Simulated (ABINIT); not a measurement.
# A GW chain in ABINIT: Si3N4 (Fd-3m), part 2 of 3

How does a plane-wave GW calculation on Si3N4 (Fd-3m) run from the first input to the gap?

ABINIT 10.8.3; PBE and many-body steps on it, plane waves. Known limits of the many-body steps: short of the basis limit.

So far. Step 2 (Ground state): The gap is indirect, with the least direct gap 0.008 eV higher.

## (3) Bands along the symmetry lines

Level of this step: DFT, PBE, plane waves, norm-conserving pseudopotentials (ABINIT).

The cheap functional maps the bands first; the places of the edges decide which points the dearer methods must see.

File run.abi:

```
acell 3*1.0 Angstrom
rprim 
  -0.000000000000 3.893718000000 3.893718000000
  3.893718000000 0.000000000000 3.893718000000
  3.893718000000 3.893718000000 -0.000000000000
ntypat 2
znucl 14 7
natom 14
typat 1 1 1 1 1 1 2 2 2 2 2 2 2 2
xred 
  0.125000000000 0.125000000000 0.625000000000
  0.125000000000 0.625000000000 0.125000000000
  0.625000000000 0.125000000000 0.125000000000
  0.125000000000 0.125000000000 0.125000000000
  0.750000000000 0.750000000000 0.750000000000
  0.500000000000 0.500000000000 0.500000000000
  0.367563000000 0.367563000000 0.367563000000
  0.352689000000 0.882437000000 0.882437000000
  0.882437000000 0.882437000000 0.352689000000
  0.882437000000 0.352689000000 0.882437000000
  0.367563000000 0.367563000000 0.897311000000
  0.367563000000 0.897311000000 0.367563000000
  0.882437000000 0.882437000000 0.882437000000
  0.897311000000 0.367563000000 0.367563000000
pp_dirpath "pseudos"
pseudos "Si.upf, N.upf"
ecut 36
iscf -2
irdden 1
kptopt 0
nkpt 26
kpt 
  0.00000000 0.00000000 0.00000000
  0.12500000 0.00000000 0.12500000
  0.25000000 0.00000000 0.25000000
  0.37500000 0.00000000 0.37500000
  0.50000000 0.00000000 0.50000000
  0.53125000 0.06250000 0.53125000
  0.56250000 0.12500000 0.56250000
  0.59375000 0.18750000 0.59375000
  0.62500000 0.25000000 0.62500000
  0.37500000 0.37500000 0.75000000
  0.28125000 0.28125000 0.56250000
  0.18750000 0.18750000 0.37500000
  0.09375000 0.09375000 0.18750000
  0.00000000 0.00000000 0.00000000
  0.12500000 0.12500000 0.12500000
  0.25000000 0.25000000 0.25000000
  0.37500000 0.37500000 0.37500000
  0.50000000 0.50000000 0.50000000
  0.50000000 0.43750000 0.56250000
  0.50000000 0.37500000 0.62500000
  0.50000000 0.31250000 0.68750000
  0.50000000 0.25000000 0.75000000
  0.50000000 0.18750000 0.68750000
  0.50000000 0.12500000 0.62500000
  0.50000000 0.06250000 0.56250000
  0.50000000 0.00000000 0.50000000
istwfk *1
nband 39
nbdbuf 2
tolwfr 1e-08
nstep 40
prtwf 0
prtvol 0
indata_prefix "in"
outdata_prefix "out"
tmpdata_prefix "tmp"
```

The run is started by

```
OMP_NUM_THREADS=1 mpirun -n 8 abinit run.abi > log
```

The program printed:

```text
.Version 10.8.3 of ABINIT. v10.8.2 released Aug 2026.

 Symmetries : space group Fd -3 m (#227); Bravais cF (face-center cubic)
[... echo of the input left out ...]
== DATASET  1 ==================================================================
-   mpi_nproc: 8, omp_nthreads: 1 (-1 if OMP is not activated)

--- !DatasetInfo
iteration_state: {dtset: 1, }
dimensions: {natom: 14, nkpt: 26, mband: 39, nsppol: 1, nspinor: 1, nspden: 1, mpw: 8248, }
cutoff_energies: {ecut:  36.0, pawecutdg:  -1.0, }
electrons: {nelect:   6.40000000E+01, charge:   0.00000000E+00, occopt:   1.00000000E+00, tsmear:   1.00000000E-02, }

 Real(R)+Recip(G) space primitive vectors, cartesian coordinates (Bohr,Bohr^-1):
 R(1)=  0.0000000  7.3580606  7.3580606  G(1)= -0.0679527  0.0679527  0.0679527
 R(2)=  7.3580606  0.0000000  7.3580606  G(2)=  0.0679527 -0.0679527  0.0679527
 R(3)=  7.3580606  7.3580606  0.0000000  G(3)=  0.0679527  0.0679527 -0.0679527
 Unit cell volume ucvol=  7.9674635E+02 bohr^3
 Angles (23,13,12)=  6.00000000E+01  6.00000000E+01  6.00000000E+01 degrees

 getcut: wavevector=  0.0000  0.0000  0.0000  ngfft=  60  60  60
         ecut(hartree)=     36.000   => boxcut(ratio)=   2.13480

--- Pseudopotential description ------------------------------------------------
- Si Generated using ONCVPSP code by D. R. Hamann
- 14.00000   4.00000  171031                  znucl, zion, pspdat
12 -101130 2 -1 1510                          pspcod,pspxc,lmax,lloc,mmax
     nproj     2     2     2
  pspatm : epsatm=    9.34321561
         --- l  ekb(1:nproj) -->
             0    5.168965    0.829883
             1    2.571282    0.578307
             2   -2.427311   -0.488097
 pspatm: atomic psp has been read  and splines computed

- N Generated using ONCVPSP code by D. R. Hamann
-  7.00000   5.00000  171031                  znucl, zion, pspdat
12 -101130 1 -1 1058                          pspcod,pspxc,lmax,lloc,mmax
     nproj     2     2     0
  pspatm : epsatm=    5.20977870
         --- l  ekb(1:nproj) -->
[...]
pspatm: atomic psp has been read  and splines computed

--------------------------------------------------------------------------------

================================================================================
 prteigrs : about to open file out_EIG
 Non-SCF case, kpt    1 (  0.00000  0.00000  0.00000), residuals and eigenvalues=
  2.95E-09  6.34E-09  4.07E-09  5.55E-09  9.89E-09  4.03E-09  5.17E-09  8.32E-09
  9.00E-09  6.45E-09  1.49E-09  2.03E-09  4.72E-09  3.79E-09  8.48E-09  2.81E-09
  5.99E-09  9.84E-09  3.88E-09  4.54E-09  7.89E-09  4.45E-09  5.92E-09  8.03E-09
[...]
3.34E-09  6.25E-09  8.92E-09  6.71E-09  3.73E-09  1.79E-06  1.19E-05
 -4.0774E-01 -2.8748E-01 -2.5359E-01 -2.5359E-01 -2.5359E-01 -2.1825E-01
 -2.1825E-01 -2.1825E-01 -1.0302E-01 -6.5331E-02 -4.4282E-02 -4.4282E-02
[...]
comment   : Summary of ground state results
lattice_vectors:
- [ -0.0000000,   7.3580606,   7.3580606, ]
- [  7.3580606,   0.0000000,   7.3580606, ]
- [  7.3580606,   7.3580606,  -0.0000000, ]
lattice_lengths: [  10.40587,   10.40587,   10.40587, ]
lattice_angles: [ 60.000,  60.000,  60.000, ] # degrees, (23, 13, 12)
lattice_volume:   7.9674635E+02
convergence: {deltae:  0.000E+00, res2:  0.000E+00, residm:  9.995E-09, diffor:  0.000E+00, }
etotal    :  -1.08862350E+02
entropy   :   0.00000000E+00
fermie    :   2.79938553E-01
cartesian_stress_tensor: null
pressure_GPa: null
xred      :
- [  1.2500E-01,   1.2500E-01,   6.2500E-01, Si]
- [  1.2500E-01,   6.2500E-01,   1.2500E-01, Si]
- [  6.2500E-01,   1.2500E-01,   1.2500E-01, Si]
- [  1.2500E-01,   1.2500E-01,   1.2500E-01, Si]
- [  7.5000E-01,   7.5000E-01,   7.5000E-01, Si]
- [  5.0000E-01,   5.0000E-01,   5.0000E-01, Si]
- [  3.6756E-01,   3.6756E-01,   3.6756E-01,  N]
- [  3.5269E-01,   8.8244E-01,   8.8244E-01,  N]
- [  8.8244E-01,   8.8244E-01,   3.5269E-01,  N]
[...]
- [  8.8244E-01,   8.8244E-01,   8.8244E-01,  N]
- [  8.9731E-01,   3.6756E-01,   3.6756E-01,  N]
cartesian_forces: null
force_length_stats: {min: null, max: null, mean: null, }

 Integrated electronic density in atomic spheres:
 ------------------------------------------------
 Atom  Sphere_radius  Integrated_density
[...]
================================================================================

 ----iterations are completed or convergence reached----

 Mean square residual over all n,k,spin=   59.443E-10; max=  99.945E-10
 reduced coordinates (array xred) for   14 atoms
[...]
0.882437      0.882437      0.882437
       0.897311      0.367563      0.367563

 cartesian coordinates (angstrom) at end:
    1      2.920288     2.920288     0.973429
    2      2.920288     0.973429     2.920288
    3      0.973429     2.920288     2.920288
[...]
13      6.871922     6.871922     6.871922
   14      2.862373     4.925063     4.925063
 length scales=  1.889726  1.889726  1.889726 bohr
              =  1.000000  1.000000  1.000000 angstroms
 prteigrs : about to open file out_EIG
 Eigenvalues (hartree) for nkpt=  26  k points:
 kpt#   1, nband= 39, wtk=  1.00000, kpt=  0.0000  0.0000  0.0000 (reduced coord)
[...]
kpt#   2, nband= 39, wtk=  1.00000, kpt=  0.1250  0.0000  0.1250 (reduced coord)
[...]
kpt#   3, nband= 39, wtk=  1.00000, kpt=  0.2500  0.0000  0.2500 (reduced coord)
[...]
kpt#  25, nband= 39, wtk=  1.00000, kpt=  0.5000  0.0625  0.5625 (reduced coord)
[...]
0.52636    0.52636    0.53636    0.53636    0.56698    0.56698    0.60829
 kpt#  26, nband= 39, wtk=  1.00000, kpt=  0.5000  0.0000  0.5000 (reduced coord)
[...]
0.10872    0.10872    0.11768    0.11768    0.13033    0.13033    0.14770    0.14770
   0.21181    0.21181    0.22015    0.22015    0.24059    0.24059    0.26531    0.26531
   0.52535    0.52535    0.53663    0.53663    0.56648    0.56648    0.60967

== END DATASET(S) ==============================================================
================================================================================

 -outvars: echo values of variables after computation  --------
            nband          39
             nkpt          26
          spgroup         227
 [... the other variables as echoed above ...]

 Calculation completed.
```

Wall time 41 s (8 MPI ranks of Intel Xeon Platinum 8488C (Sapphire Rapids), shared host); peak memory 0.83 GiB.

Read from the output:

- gap: 3.370 eV
- k of the valence top: 0.1875, 0.1875, 0.375
- k of the conduction bottom: 0, 0, 0
- least direct gap: 3.407 eV

The gap is 3.370 eV, −0.028 eV from the run before at this level.

Electronic bands along the path, in eV, zero at the top of the highest filled band:

```
    point  band 29  band 30  band 31  band 32  band 33  band 34  band 35  band 36
        Γ    -0.16    -0.04    -0.04    -0.04     3.37     3.37     3.37     4.91
  halfway    -0.58    -0.56    -0.56    -0.26     4.41     4.96     4.96     6.00
        X    -1.10    -1.10    -0.43    -0.43     6.65     6.65     6.96     6.96
  halfway    -1.28    -1.15    -0.60    -0.35     6.63     6.68     6.96     6.99
        U    -1.44    -1.20    -0.96    -0.22     6.22     6.67     6.94     7.15
jump to K    -1.44    -1.20    -0.96    -0.22     6.22     6.67     6.94     7.15
  halfway    -0.76    -0.74    -0.58     0.00     4.56     4.73     4.94     6.33
        Γ    -0.16    -0.04    -0.04    -0.04     3.37     3.37     3.37     4.91
  halfway    -0.49    -0.44    -0.14    -0.14     4.11     4.37     4.37     5.99
        L    -0.47    -0.47    -0.34    -0.34     4.95     5.79     5.79     6.27
  halfway    -1.23    -1.12    -0.41    -0.34     5.67     6.26     6.34     6.89
        W    -1.04    -1.04    -0.73    -0.73     6.66     6.66     7.17     7.17
  halfway    -1.25    -1.25    -0.53    -0.53     6.70     6.70     6.99     6.99
        X    -1.10    -1.10    -0.43    -0.43     6.65     6.65     6.96     6.96
```

## (4) Empty states on the mesh, 4×4×4 mesh, 120 bands

The sums over transitions need many empty states on a uniform mesh; this step solves for them.

File run.abi:

```
acell 3*1.0 Angstrom
rprim 
  -0.000000000000 3.893718000000 3.893718000000
  3.893718000000 0.000000000000 3.893718000000
  3.893718000000 3.893718000000 -0.000000000000
ntypat 2
znucl 14 7
natom 14
typat 1 1 1 1 1 1 2 2 2 2 2 2 2 2
xred 
  0.125000000000 0.125000000000 0.625000000000
  0.125000000000 0.625000000000 0.125000000000
  0.625000000000 0.125000000000 0.125000000000
  0.125000000000 0.125000000000 0.125000000000
  0.750000000000 0.750000000000 0.750000000000
  0.500000000000 0.500000000000 0.500000000000
  0.367563000000 0.367563000000 0.367563000000
  0.352689000000 0.882437000000 0.882437000000
  0.882437000000 0.882437000000 0.352689000000
  0.882437000000 0.352689000000 0.882437000000
  0.367563000000 0.367563000000 0.897311000000
  0.367563000000 0.897311000000 0.367563000000
  0.882437000000 0.882437000000 0.882437000000
  0.897311000000 0.367563000000 0.367563000000
pp_dirpath "pseudos"
pseudos "Si.upf, N.upf"
ecut 36
ngkpt 4 4 4
nshiftk 1
shiftk 0 0 0
kptopt 1
chksymbreak 0
iscf -2
irdden 1
istwfk *1
nband 120
nbdbuf 10
tolwfr 1e-09
nstep 60
prtvol 0
indata_prefix "in"
outdata_prefix "out"
tmpdata_prefix "tmp"
```

The program printed:

```text
.Version 10.8.3 of ABINIT. v10.8.2 released Aug 2026.

 Symmetries : space group Fd -3 m (#227); Bravais cF (face-center cubic)
[... echo of the input left out ...]
== DATASET  1 ==================================================================
-   mpi_nproc: 8, omp_nthreads: 1 (-1 if OMP is not activated)

--- !DatasetInfo
iteration_state: {dtset: 1, }
dimensions: {natom: 14, nkpt: 8, mband: 120, nsppol: 1, nspinor: 1, nspden: 1, mpw: 8242, }
cutoff_energies: {ecut:  36.0, pawecutdg:  -1.0, }
electrons: {nelect:   6.40000000E+01, charge:   0.00000000E+00, occopt:   1.00000000E+00, tsmear:   1.00000000E-02, }

 Real(R)+Recip(G) space primitive vectors, cartesian coordinates (Bohr,Bohr^-1):
 R(1)=  0.0000000  7.3580606  7.3580606  G(1)= -0.0679527  0.0679527  0.0679527
 R(2)=  7.3580606  0.0000000  7.3580606  G(2)=  0.0679527 -0.0679527  0.0679527
 R(3)=  7.3580606  7.3580606  0.0000000  G(3)=  0.0679527  0.0679527 -0.0679527
 Unit cell volume ucvol=  7.9674635E+02 bohr^3
 Angles (23,13,12)=  6.00000000E+01  6.00000000E+01  6.00000000E+01 degrees

 getcut: wavevector=  0.0000  0.0000  0.0000  ngfft=  60  60  60
         ecut(hartree)=     36.000   => boxcut(ratio)=   2.13480

--- Pseudopotential description ------------------------------------------------
- Si Generated using ONCVPSP code by D. R. Hamann
- 14.00000   4.00000  171031                  znucl, zion, pspdat
12 -101130 2 -1 1510                          pspcod,pspxc,lmax,lloc,mmax
     nproj     2     2     2
  pspatm : epsatm=    9.34321561
         --- l  ekb(1:nproj) -->
             0    5.168965    0.829883
             1    2.571282    0.578307
             2   -2.427311   -0.488097
 pspatm: atomic psp has been read  and splines computed

- N Generated using ONCVPSP code by D. R. Hamann
-  7.00000   5.00000  171031                  znucl, zion, pspdat
12 -101130 1 -1 1058                          pspcod,pspxc,lmax,lloc,mmax
     nproj     2     2     0
  pspatm : epsatm=    5.20977870
         --- l  ekb(1:nproj) -->
[...]
pspatm: atomic psp has been read  and splines computed

--------------------------------------------------------------------------------

================================================================================
 prteigrs : about to open file out_EIG
 Non-SCF case, kpt    1 (  0.00000  0.00000  0.00000), residuals and eigenvalues=
  2.04E-10  8.82E-10  2.09E-10  4.46E-10  9.40E-10  1.77E-10  6.34E-10  9.39E-10
  6.90E-10  2.82E-10  3.26E-10  4.04E-10  8.30E-10  3.22E-10  4.52E-10  1.97E-10
  4.65E-10  6.56E-10  1.60E-10  5.88E-10  7.27E-10  1.70E-10  3.42E-10  5.95E-10
[...]
-4.0774E-01 -2.8748E-01 -2.5359E-01 -2.5359E-01 -2.5359E-01 -2.1825E-01
 -2.1825E-01 -2.1825E-01 -1.0302E-01 -6.5331E-02 -4.4282E-02 -4.4282E-02
 -4.4282E-02  1.7590E-02  1.7590E-02  1.2796E-01  1.2796E-01  1.2796E-01
[...]
1.4468E+00  1.4848E+00  1.4848E+00  1.4848E+00  1.6190E+00  1.6193E+00
  1.6352E+00  1.6352E+00  1.6358E+00  1.6416E+00  1.6416E+00  1.6461E+00
 prteigrs : prtvol=0 or 1, do not print more k-points.

--- !ResultsGS
iteration_state: {dtset: 1, }
comment   : Summary of ground state results
lattice_vectors:
- [ -0.0000000,   7.3580606,   7.3580606, ]
- [  7.3580606,   0.0000000,   7.3580606, ]
- [  7.3580606,   7.3580606,  -0.0000000, ]
lattice_lengths: [  10.40587,   10.40587,   10.40587, ]
lattice_angles: [ 60.000,  60.000,  60.000, ] # degrees, (23, 13, 12)
lattice_volume:   7.9674635E+02
convergence: {deltae:  0.000E+00, res2:  0.000E+00, residm:  9.955E-10, diffor:  0.000E+00, }
etotal    :  -1.08862350E+02
entropy   :   0.00000000E+00
fermie    :   2.79938553E-01
cartesian_stress_tensor: null
pressure_GPa: null
xred      :
- [  1.2500E-01,   1.2500E-01,   6.2500E-01, Si]
- [  1.2500E-01,   6.2500E-01,   1.2500E-01, Si]
- [  6.2500E-01,   1.2500E-01,   1.2500E-01, Si]
- [  1.2500E-01,   1.2500E-01,   1.2500E-01, Si]
- [  7.5000E-01,   7.5000E-01,   7.5000E-01, Si]
- [  5.0000E-01,   5.0000E-01,   5.0000E-01, Si]
- [  3.6756E-01,   3.6756E-01,   3.6756E-01,  N]
- [  3.5269E-01,   8.8244E-01,   8.8244E-01,  N]
- [  8.8244E-01,   8.8244E-01,   3.5269E-01,  N]
[...]
- [  8.8244E-01,   8.8244E-01,   8.8244E-01,  N]
- [  8.9731E-01,   3.6756E-01,   3.6756E-01,  N]
cartesian_forces: null
force_length_stats: {min: null, max: null, mean: null, }

 Integrated electronic density in atomic spheres:
 ------------------------------------------------
 Atom  Sphere_radius  Integrated_density
[...]
================================================================================

 ----iterations are completed or convergence reached----

 Mean square residual over all n,k,spin=   48.472E-11; max=  99.552E-11
 reduced coordinates (array xred) for   14 atoms
[...]
0.882437      0.882437      0.882437
       0.897311      0.367563      0.367563

 cartesian coordinates (angstrom) at end:
    1      2.920288     2.920288     0.973429
    2      2.920288     0.973429     2.920288
    3      0.973429     2.920288     2.920288
[...]
13      6.871922     6.871922     6.871922
   14      2.862373     4.925063     4.925063
 length scales=  1.889726  1.889726  1.889726 bohr
              =  1.000000  1.000000  1.000000 angstroms
 prteigrs : about to open file out_EIG
 Eigenvalues (hartree) for nkpt=   8  k points:
 kpt#   1, nband=120, wtk=  0.01563, kpt=  0.0000  0.0000  0.0000 (reduced coord)
[...]
1.43534    1.44507    1.44507    1.44507    1.44678    1.48476    1.48476    1.48476
   1.61899    1.61929    1.63523    1.63523    1.63580    1.64156    1.64157    1.64612
 prteigrs : prtvol=0 or 1, do not print more k-points.

== END DATASET(S) ==============================================================
================================================================================

 -outvars: echo values of variables after computation  --------
            nband         120
             nkpt           8
          spgroup         227
 [... the other variables as echoed above ...]

 Calculation completed.
```

It took 44 s on 8 MPI ranks; peak memory 0.92 GiB; 5.9 min of CPU time.

Numbers from this step:

* gap: 3.398 eV
* k of the valence top: -0.25, 0.25, 0
* k of the conduction bottom: 0, 0, 0
* least direct gap: 3.407 eV
* k points computed: 8
* lowest point of the top converged band, above the valence top: 32.78 eV

On this mesh the gap is 3.398 eV.

## (5) Screening, 4×4×4 mesh, 110 bands, screening to 106.1 eV

The RPA dielectric matrix is built and inverted for each q.

This step: RPA screening on PBE, plane waves, norm-conserving pseudopotentials.

Changes to run.abi since step 4:

```diff
@@ -32,10 +32,11 @@
 chksymbreak 0
-iscf -2
-irdden 1
 istwfk *1
-nband 120
-nbdbuf 10
-tolwfr 1e-09
-nstep 60
-prtvol 0
+occopt 1
+irdwfk 1
+optdriver 3
+nband 110
+ecuteps 3.9
+inclvkb 2
+awtr 1
+symchi 1
 indata_prefix "in"
```

The program printed:

```text
.Version 10.8.3 of ABINIT. v10.8.2 released Aug 2026.

 Symmetries : space group Fd -3 m (#227); Bravais cF (face-center cubic)
[... echo of the input left out ...]
== DATASET  1 ==================================================================
-   mpi_nproc: 8, omp_nthreads: 1 (-1 if OMP is not activated)

--- !DatasetInfo
iteration_state: {dtset: 1, }
dimensions: {natom: 14, nkpt: 8, mband: 110, nsppol: 1, nspinor: 1, nspden: 1, mpw: 8242, }
cutoff_energies: {ecut:  36.0, pawecutdg:  -1.0, }
electrons: {nelect:   6.40000000E+01, charge:   0.00000000E+00, occopt:   1.00000000E+00, tsmear:   1.00000000E-02, }

 SCREENING: Calculation of the susceptibility and dielectric matrices

 Based on a program developped by R.W. Godby, V. Olevano, G. Onida, and L. Reining.
 Incorporated in ABINIT by V. Olevano, G.-M. Rignanese, and M. Torrent.
.Using double precision arithmetic ; gwpc =  8

[... cell and pseudopotentials left out ...]
--------------------------------------------------------------------------------

 ==== K-mesh for the wavefunctions ====
 Number of points in the irreducible wedge :     8
[... list of points left out ...]
 Together with 48 symmetry operations and time-reversal symmetry
 yields    64 points in the full Brillouin Zone.

 ==== Q-mesh for the screening function ====
 Number of points in the irreducible wedge :     8
[... list of points left out ...]
 Together with 48 symmetry operations and time-reversal symmetry
 yields    64 points in the full Brillouin Zone.

 setmesh: FFT mesh size selected  =    40x   40x   40
          total number of points  =        64000

 vcoul_init : cutoff-mode = AUXILIARY_FUNCTION
 q-points for optical limit:   1
     1)      0.000010    0.000020    0.000030

- screening: taking advantage of time-reversal symmetry
- Maximum band index for partially occupied states nbvw = 32
- Remaining bands to be divided among processors   nbcw = 78
- Number of bands treated by each node ~9

 Number of electrons calculated from density =   64.0000; Expected =   64.0000
 average of density, n =  0.080327
 r_s =    1.4378
 omega_plasma =   27.3392 [eV]

 calculating chi0 at frequencies [eV] :
  1    0.000000E+00    0.000000E+00
  2    0.000000E+00    2.733918E+01

--------------------------------------------------------------------------------
  q-point number  1        q = ( 0.000000, 0.000000, 0.000000) [r.l.u.]
--------------------------------------------------------------------------------
[... chi0 elements left out ...]
 For q-point:  0.000010 0.000020 0.000030
  dielectric constant =   5.0641
  dielectric constant without local fields =   5.3944

  Average fulfillment of the sum rule on Im[epsilon] for q-point    1 :     46.36  [%]
[... wings left out ...]
  q-point number  2        q = ( 0.250000, 0.000000, 0.000000) [r.l.u.]
--------------------------------------------------------------------------------
[... chi0 elements left out ...]
  Average fulfillment of the sum rule on Im[epsilon] for q-point    2 :     61.88  [%]

 [... 6 further q-points ...]
```

Run time: 2.2 min. Hardware: 8 MPI ranks; peak memory 4.7 GiB.

Read from the output:

```yaml
eps_infinity_with_local_fields_on_this_mesh: 5.064
eps_infinity_without_local_fields_on_this_mesh: 5.394
plasma_frequency: 27.34 eV
plane_waves_in_the_screening_matrix: 283
```

Local fields lower ε∞ by 6 %.

[end of part 2 of 3]

[Long decimals in the printed logs are rounded to 6 places.]

[Logs are printed without paths, hosts, clocks, repeated set-up lines and the standing remarks that a program may print on its own settings, such as how far it seeks lower states.]

[Paths, hosts, dates, memory and timing lines, banners, echoed tables and standing remarks are left out of the program output; an Ansatz launch command may be rebuilt from the run's recorded settings. Measured values are a selection of at most five: reports struck by readers or far from the other reports are left out. None is set beside runs whose start may be inverted or whose files or cutoffs have a known fault.]

[Runs of the session that timed out or met a known fault of the program may be left out.]

[Hosts, paths, dates, database ids (printed as entryN), source tags and the programs' standing remarks are cut or masked in the printed files.]

[G0W0 gaps are taken among the corrected bands and points alone; a level outside them can change the order at an edge.]

[Where Ansatz stands beside ABINIT at settings called matched, ABINIT's density can come from a denser mesh and the files from another edition; pairs whose starting gaps differed by over 0.03 eV were left out, so agreement reads better than it is.]
